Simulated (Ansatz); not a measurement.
# Sensitivity of the G0W0 gap of BaTiO3 (R3m)

A base run on BaTiO3 (R3m), then changed inputs.

Main program and level: Ansatz 0.2.0; G0W0 on r2SCAN, plane waves, PAW.

## Step 1: Starting point

The structure is trigonal, space group R3m (No. 160). Conventional cell: a = 5.655 Å, b = 5.655 Å, c = 6.955 Å, α = 90.00°, β = 90.00°, γ = 120.00°. Nearest to Ba lie 12 O at 2.79 to 2.89 Å. Ti has 6 O at 1.87 to 2.14 Å nearest. Nearest to O lie 2 Ti at 1.87 to 2.14 Å and 4 Ba at 2.79 to 2.89 Å. Farther neighbours and most contacts between anions are not listed.

The cell and positions come from the Crystallography Open Database and are kept as given unless a step says otherwise. Spin-orbit coupling is left out unless a step names it. The default PAW set here is soft_2. Its files were made with PBE.

## Step 2: The base run: 4×4×4 mesh, 236 empty bands, screening to 138 eV

G0W0 replaces the xc potential by the self-energy, built once from these orbitals. Only a window of levels is corrected, while the sums run over the empty bands that the input names.

The input, input.yaml:

```yaml
crystal:
  lattice:
    - [2.8273666084, 1.6323808724, 2.3183934932]
    - [-2.8273666084, 1.6323808724, 2.3183934932]
    - [0.0, -3.2647617449, 2.3183934932]
  atoms:
    - { symbol: Ba, position: [0.0, 0.0, 0.0] }
    - { symbol: Ti, position: [0.4845, 0.4845, 0.4845] }
    - { symbol: O, position: [0.5086, 0.5086, 0.0175] }
    - { symbol: O, position: [0.0175, 0.5086, 0.5086] }
    - { symbol: O, position: [0.5086, 0.0175, 0.5086] }
kpoints:
  mp_grid: { grid: [4, 4, 4] }
hamiltonian:
  xc: r2scan
scf:
  occupations: { method: fixed }
gw:
  n_empty_bands: 236
  ecut_chi: 138
  qp_bands: [v2, c2]
  qp_kpoints: band_edges
  screening: { model: contour_deformation }
```

On the command line:

```sh
$ ansatz run input.yaml --threads 3 --pin off --max-ram 92160MiB --backend cuda --events-out ev --progress --plain --runs-dir out --devices 1 --max-vram 13GiB  # rebuilt from the run's record
```

Numbers of over 12 decimals in the logs are rounded to 6 here.

Output:

```text
GPUs: using 1 of 1 available (devices: 1).
Engine: ansatz 0.2.0, x86_64-unknown-linux-gnu
Pseudopotentials: kind: paw
Pseudopotential: Ba, paw, valence charge 10, recommended cutoff 500 eV (meta_gga), Ba.paw.azcp
Pseudopotential: Ti, paw, valence charge 12, recommended cutoff 500 eV (meta_gga), Ti.paw.azcp
Pseudopotential: O, paw, valence charge 6, recommended cutoff 500 eV (meta_gga), O.paw.azcp
Functional definition: r2SCAN
  parameter k0 = 0.174
  parameter k1 = 0.065
  parameter a1 = 4.9479
  exchange = r2scan_x(k0 = k0, k1 = k1, a1 = a1)
  correlation = r2scan_c
device memory: the entry about to start is reckoned to put 0.9 GiB on a device that reports 51.4 GiB free (of which the cap on the GPU budget leaves the run 13.0 GiB)
GPU FFT provider: cuFFT
GPU libraries: cuBLAS 13.8.2, cuFFT 12.4.0, cuSOLVER 12.3.4
Crystal: 5 atoms, lattice volume = 64.201 Å³
Basis set: ecut = 500 eV, 1647 PW (Γ), exchange–correlation on 120×120×120 points (64 copies of the dense FFT grid, shifted against one another)
Bands: 25, of which v1, the nominal top of the filled ones, is band 20 counted from 1 (19 counted from 0)
Symmetry: 6 space group operations
Space group: R3m (ITA 160), of the structure as read, at distance tolerance 4.0e-5 Å
k-points: 13 of 64 (time reversal used)
Non-local potential: Ba, projectors of the file, l = 0: 3, l = 1: 2, l = 2: 2, l = 3: 2
Non-local potential: Ti, projectors of the file, l = 0: 3, l = 1: 2, l = 2: 3, l = 3: 1
Non-local potential: O, projectors of the file, l = 0: 2, l = 1: 2, l = 2: 1
PAW form: soft (Blöchl's): semilocal exchange-correlation on the pseudo side does not see the compensation charge
PAW frozen core: Ba, regenerated for the run's functional (the file was generated under x = pbe(κ = 0.804, μ = 0.219515), c = pbe(β = 0.066725))
PAW frozen core: Ti, regenerated for the run's functional (the file was generated under x = pbe(κ = 0.804, μ = 0.219515), c = pbe(β = 0.066725))
PAW frozen core: O, regenerated for the run's functional (the file was generated under x = pbe(κ = 0.804, μ = 0.219515), c = pbe(β = 0.066725))
PAW one-centre angular grid: Ba, 302 points (default); XC on 160 Gauss nodes
PAW one-centre angular grid: Ti, 590 points (default); XC on 160 Gauss nodes
PAW one-centre angular grid: O, 302 points (default); XC on 160 Gauss nodes
Initial density: superposition of atomic densities (neutral atoms: chi_scale 0, normalization atom), corrected by the library's trained network
Initial wavefunctions: pseudopotential atomic-orbital guess
GPU buffer pool allocated for 27000 grid points (all kernels)
GPU transforms: local potential and band sums: pruned to the plane-wave sphere, on 30×30×30
Functional: x = r2scan, c = r2scan; τ floored in thin density (d = 2e-4 eV/Å³)
[...]
E_aug_tail   = 0.003067  (compensation charges beyond the density's cutoff)
  E_vtau       = 36.820934  (kinetic-family band-sum trace: ∫τ·v_τ [+ j·A + Jᵃ·Aᵃ] dr)
  E_ewald      = -2809.213684
  E_core_change = -0.278864  (= ΣΔE_core)
  E_smearing   = -0.000000  (= −TS)
  E_closure    = -0.000000  (closes the sum)
  Σ components = -10183.827721   (vs F -10183.827721, Δ=0.00e0)
--- Band table (eV; the first three rows and the last of 13) ---
  k-point 0: bands = [... 16 lower, 8.8042, 9.4350, 9.5490, 9.5490, 12.7147, 12.7147, 12.8515, 14.7904, ... 1 higher]
  k-point 1: bands = [... 16 lower, 8.5019, 8.7202, 9.2895, 9.3088, 12.7962, 13.3851, 13.4741, 14.7829, ... 1 higher]
  k-point 2: bands = [... 16 lower, 8.2694, 8.3293, 8.9788, 9.0922, 12.8595, 14.0931, 14.1933, 14.7548, ... 1 higher]
  k-point 12: bands = [... 16 lower, 7.6166, 9.9033, 9.9033, 9.9174, 14.6501, 14.8061, 14.8061, 17.2667, ... 1 higher]
--- G₀W₀: contour deformation, 6 samples at zero and on the imaginary axis and 1 off it, 64 q-points, 236 empty bands' worth ---
  eigenvalues of the whole cell's RPA ε∞ on this k-mesh (on a slab, of 1 + 4πα/V) = 4.7399, 5.1337, 5.1337; static W/v taken at q = 0 is 0.200073
  bands read: the sum over 256 bands ends inside a degenerate multiplet in 1 slot, whose members it reads at an even weight; the widest, k=7: bands 256 to 257 (counted from 1) at 1/2 each
  gw.qp_kpoints: band_edges: 11 of 13 stored k-points solved, in 1 pass; an edge of the gap read off the rows below is read off those points alone
    valence top: of the k-points left out ik 7 came nearest to being solved in a further pass, in band 20 (counted from 1, as in the quasiparticle table): it holds the edge there only if its correction is more favourable than any solved in that band by at least 0.587 eV; those differ by 0.066 eV
    conduction bottom: of the k-points left out ik 9 came nearest to being solved in a further pass, in band 21 (counted from 1, as in the quasiparticle table): it holds the edge there only if its correction is more favourable than any solved in that band by at least 0.933 eV; those differ by 0.121 eV
    ik  band        ε_KS         Σx   Σc(E_QP)       V_xc       Z   E_QP_lin       E_QP  E_QP is
     0    19      9.5490   -25.9150     4.1002   -21.6810  0.7433     9.4149     9.4151  root
     0    20      9.5490   -25.9150     4.1002   -21.6810  0.7433     9.4149     9.4151  root
     0    21     12.7147   -12.9312    -6.1246   -20.1616  0.7497    13.8402    13.8205  root
     0    22     12.7147   -12.9312    -6.1246   -20.1616  0.7497    13.8402    13.8205  root
     1    19      9.2895   -25.4164     4.0318   -21.2214  0.7413     9.1258     9.1263  root
     1    20      9.3088   -25.8606     4.2019   -21.5090  0.7413     9.1587     9.1590  root
     1    21     12.7962   -13.1226    -6.1747   -20.4154  0.7472    13.9349    13.9142  root
     1    22     13.3851   -13.8425    -6.3990   -21.4142  0.7339    14.5839    14.5578  root
[...]
12    19      9.9033   -25.8945     4.5417   -21.2240  0.7364     9.7743     9.7745  root
    12    20      9.9174   -25.9199     4.5526   -21.2390  0.7365     9.7888     9.7890  root
    12    21     14.6501   -14.5100    -7.3970   -23.1315  0.6986    15.9181    15.8746  root
    12    22     14.8061   -14.5936    -7.4706   -23.2968  0.6960    16.0845    16.0387  root
[key lines of the parts left out:]
SCF converged after 7 iterations
Free energy (F): -10183.827721 eV
Fermi energy:    9.917450 eV
```

It took 14 s on 1 × NVIDIA H100 80GB HBM3 (shared by 6 runs) with 3 threads of AMD EPYC 7R13 (Zen 3), shared host; peak memory 1.4 GiB; 19 s of CPU time.

Numbers from this step:

```yaml
bands_summed: 256
rpa_eps_infinity_on_this_mesh_eigenvalues: 4.740, 5.134, 5.134
plane_waves_in_the_screening_matrix: 251
q_points_in_the_mesh: 64
g0w0_gap_on_the_mesh: 4.031 eV
k_of_the_valence_top: -0.5, -0.5, -0.5
k_of_the_conduction_bottom: 0, 0, 0
starting_gap_on_the_mesh: 2.797 eV
z_at_the_valence_top: 0.7365
z_at_the_conduction_bottom: 0.7497
least_direct_g0w0_gap_on_the_computed_points: 4.405 eV
```

The gap on the mesh goes from 2.80 eV to 4.03 eV, a correction of +1.23 eV. Between the two edge states, bare exchange in place of the xc potential would open the gap by 11.91 eV, and correlation takes back 10.68 eV.

## Step 3: Variant: all filled levels at the zone centre

input.yaml: that of step 2 with these lines changed.

```diff
@@ -18,6 +18,6 @@
 gw:
-  n_empty_bands: 236
-  ecut_chi: 138
-  qp_bands: [v2, c2]
-  qp_kpoints: band_edges
+  n_empty_bands: 145
+  ecut_chi: 100
+  qp_bands: [lowest, c2]
+  qp_kpoints: [[0, 0, 0]]
   screening: { model: contour_deformation }
```

Output:

```text
GPUs: using 1 of 1 available (devices: 1).
[...]
GPU FFT provider: cuFFT
GPU libraries: cuBLAS 13.8.2, cuFFT 12.4.0, cuSOLVER 12.3.4
Crystal: 5 atoms, lattice volume = 64.201 Å³
Basis set: ecut = 500 eV, 1647 PW (Γ), exchange–correlation on 120×120×120 points (64 copies of the dense FFT grid, shifted against one another)
Bands: 25, of which v1, the nominal top of the filled ones, is band 20 counted from 1 (19 counted from 0)
[... 1 set-up line as in the run before ...]
[...]
k-points: 13 of 64 (time reversal used)
[...]
GPU buffer pool allocated for 27000 grid points (all kernels)
[...]
SCF iter   1: F=—  HF=-10183.725294 eV  |F-HF|=—  |Δ(HF+E_count)|=         —  Δρ=2.09e-2  dr2=3.52e-1  dr2_τ=2.49e-1  ethr=1.77e-3  ⟨swp⟩=4.8  Hψ=1398  notcnv=0  defer=24
[...]
SCF iter   7: F=-10183.827721 eV  HF=-10183.827721 eV  |F-HF|=8.44e-9  |Δ(HF+E_count)|=   4.10e-7  Δρ=8.04e-6  dr2=2.62e-8  dr2_τ=3.81e-9  ethr=2.50e-10  ⟨swp⟩=7.2  Hψ=1617  notcnv=0
SCF 1 converged in 7 iterations: F = -10183.827721 eV  dr2 = 2.62e-8
[...]
NSCF: frozen V_eff on 13 k-points, pencils in batches of 32, up to order 100
[...]
NSCF: frozen V_eff on 13 k-points
G₀W₀ screening: q 1/13
[... further progress lines ...]
[...]
SCF converged after 7 iterations
Free energy (F): -10183.827721 eV
[...]
Internal energy: -10183.827721 eV  (E = F + TS)
E sigma→0 (E₀):  -10183.827721 eV
Fermi energy:    9.917450 eV
[...]
--- Band table (eV; the first three rows and the last of 13) ---
  k-point 0: bands = [... 16 lower, 8.8042, 9.4350, 9.5490, 9.5490, 12.7147, 12.7147, 12.8515, 14.7904, ... 1 higher]
  k-point 1: bands = [... 16 lower, 8.5019, 8.7202, 9.2895, 9.3088, 12.7962, 13.3851, 13.4741, 14.7829, ... 1 higher]
  k-point 2: bands = [... 16 lower, 8.2694, 8.3293, 8.9788, 9.0922, 12.8595, 14.0931, 14.1933, 14.7548, ... 1 higher]
  k-point 12: bands = [... 16 lower, 7.6166, 9.9033, 9.9033, 9.9174, 14.6501, 14.8061, 14.8061, 17.2667, ... 1 higher]
[...]
`?` marks the rows in doubt; gw_qp.tsv's column doubts and the gw_qp event give each row's grounds
[...]
0     1    -48.5697   -47.8474    14.4627   -33.2062  0.5883   -48.7487   -48.7482  root ?
     0     2    -23.7640   -39.3148     9.0841   -29.8420  0.6220   -24.1560   -24.1527  root
     0     3    -23.7640   -39.3148     9.0841   -29.8420  0.6220   -24.1560   -24.1527  root
     0     4    -23.7600   -39.2801     9.0831   -29.8575  0.6284   -24.1022   -24.0995  root
     0     5    -15.3738   -30.6440     8.2385   -22.0528  0.7477   -15.7231   -15.7264  root
     0     6     -7.8349   -33.1038     9.7591   -23.1193  0.6738    -8.0612    -8.0602  root
     0     7     -7.2136   -33.5481     9.7210   -23.6295  0.7084    -7.4110    -7.4111  root
     0     8     -7.2136   -33.5481     9.7210   -23.6295  0.7084    -7.4110    -7.4111  root
     0     9     -0.1492   -23.6844     3.8744   -18.7091  0.7909    -1.2819    -1.2500  root
[...]
0    19      9.5490   -25.9150     4.2734   -21.6810  0.7463     9.5884     9.5884  root
     0    20      9.5490   -25.9150     4.2734   -21.6810  0.7463     9.5884     9.5884  root
     0    21     12.7147   -12.9312    -5.9563   -20.1616  0.7517    14.0154    13.9888  root
     0    22     12.7147   -12.9312    -5.9563   -20.1616  0.7517    14.0154    13.9888  root
```

Elapsed: 16 s, on 1 × NVIDIA H100 80GB HBM3 (shared by 6 runs) with 3 threads; peak memory 1.2 GiB; 13 s of CPU time.

Absolute levels on the run's own zero. QP, by row:

```
k index  band  KS (eV)  Sigma_x (eV)  Sigma_c (eV)  Vxc (eV)       Z  QP linearised (eV)  QP (eV)  source         doubts
      0     1   -48.57        -47.85         14.46    -33.21  0.5883              -48.75   -48.75    root  z_under_floor
      0     2   -23.76        -39.31         9.084    -29.84   0.622              -24.16   -24.15    root               
      0     3   -23.76        -39.31         9.084    -29.84   0.622              -24.16   -24.15    root               
      0     4   -23.76        -39.28         9.083    -29.86  0.6284               -24.1    -24.1    root               
      0     5   -15.37        -30.64         8.239    -22.05  0.7477              -15.72   -15.73    root               
      0     6   -7.835         -33.1         9.759    -23.12  0.6738              -8.061    -8.06    root               
      0     7   -7.214        -33.55         9.721    -23.63  0.7084              -7.411   -7.411    root               
      0     8   -7.214        -33.55         9.721    -23.63  0.7084              -7.411   -7.411    root               
      0     9  -0.1492        -23.68         3.874    -18.71  0.7909              -1.282    -1.25    root               
      0    10  -0.1492        -23.68         3.874    -18.71  0.7909              -1.282    -1.25    root               
      0    11   -0.148        -23.68         3.864    -18.72  0.7895              -1.279   -1.248    root               
      0    12    7.684        -25.48         4.793    -20.49  0.7322               7.486    7.486    root               
      0    13    7.684        -25.48         4.793    -20.49  0.7322               7.486    7.486    root               
      0    14    7.686        -25.42         4.773    -20.44  0.7331               7.484    7.485    root               
      0    15    8.575        -24.63          4.65     -19.9  0.7246               8.497    8.497    root               
      0    16    8.575        -24.63          4.65     -19.9  0.7246               8.497    8.497    root               
      0    17    8.804        -24.84          4.79    -19.98  0.7288               8.732    8.732    root               
      0    18    9.435         -25.3         4.021    -21.29  0.7448               9.449    9.449    root               
      0    19    9.549        -25.91         4.273    -21.68  0.7463               9.588    9.588    root               
      0    20    9.549        -25.91         4.273    -21.68  0.7463               9.588    9.588    root               
      0    21    12.71        -12.93        -5.956    -20.16  0.7517               14.02    13.99    root               
      0    22    12.71        -12.93        -5.956    -20.16  0.7517               14.02    13.99    root
```

Against the base:

```csv
setting,base,variant
empty bands,236,145
screening cutoff (eV),138,100
levels asked,v2 to c2,lowest to c2
points asked,band edges,"[[0, 0, 0]]"
```

## Step 4: Results

```
base                                 : 4.03 eV, 14 s
all filled levels at the zone centre : direct gap at the listed points 4.40 eV, 16 s
```

All filled levels at the zone centre: only the listed points were computed; the least direct gap there is 4.40 eV, with empty bands, screening cutoff, levels asked and points asked changed against the base. All runs here use a coarse mesh and modest cutoffs; they test settings and are not final values. The 4×4×4 mesh is coarse for this cell (its supercell is 16 Å along the shortest edge). The RPA ε∞ on it, from the r2SCAN start, is 4.74 and 5.13; such meshes misread the long-range screening, most where the gap is narrow. The many-body steps are scalar-relativistic: spin-orbit coupling is not in them.

[Paths, hosts, dates, memory and timing lines, banners, echoed tables and standing remarks are left out of the program output.]

[Logs are printed without paths, hosts, clocks, repeated set-up lines and the standing remarks that a program may print on its own settings, such as how far it seeks lower states.]

[Runs of the session that timed out or met a known fault of the program may be left out.]

[Cells called generated may have been cut or substituted from an entry of the Crystallography Open Database or the Materials Project.]

[Hosts, paths, dates, database ids (printed as entryN), source tags and the programs' standing remarks are cut or masked in the printed files.]
